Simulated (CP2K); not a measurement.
Consider 2-fluorooxazole at its PBE geometry (Å).

```xyz
8

F     2.4817   -0.0703    0.4904
C     1.1909    0.0657    0.2212
N     0.5428    1.1542   -0.0369
C    -0.7654    0.6837   -0.2312
C    -0.8038   -0.6652   -0.0743
O     0.4911   -1.0933    0.2258
H    -1.5767    1.3618   -0.4707
H    -1.5606   -1.4366   -0.1244
```

Method: CP2K XAS_TDP, all-electron GAPW, PBEh(45%), aug-cc-pVDZ, TDA, GW2X-corrected core level, no relativity.

**Question.** Where do the F K-edge lines lie, and how strong are they?

Leading lines: F1 690.82 eV. The leading line of an atom is its first one with 35 % of the strongest within 2.5 eV of its lowest line over the strength cut. Core ionisation energies at this level: F1 694.05 eV.

The first six lines of each atom with a strength over 0.0015:

```
            atom  energy (eV)  states  strength, one atom  above the computed threshold
F1 (bonded to C)       690.82       1              0.0103                              
                       690.93       1              0.0268                              
                       692.90       1              0.0104                              
                       693.43       1              0.0062                              
                       694.04       1              0.0036                              
                       696.95       1              0.0018                           yes
```

Lines are vertical, at one geometry, with no vibrational structure. GW2X ionisation energies and lines can be off by 1 to 2 eV either way, and a good line position may hide errors that cancel. These values hold no scalar relativity, about 0.7 eV for F 1s. Rydberg lines, and the discretised continuum above threshold, depend on the basis and the box.

[Banner, clock and machine lines of the logs are left out without a mark of their own.]

[Logs are printed without paths, hosts, clocks, repeated set-up lines and the standing remarks that a program may print on its own settings, such as how far it seeks lower states.]

[Hosts, paths, dates, database ids (printed as entryN), source tags and the programs' standing remarks are cut or masked in the printed files.]
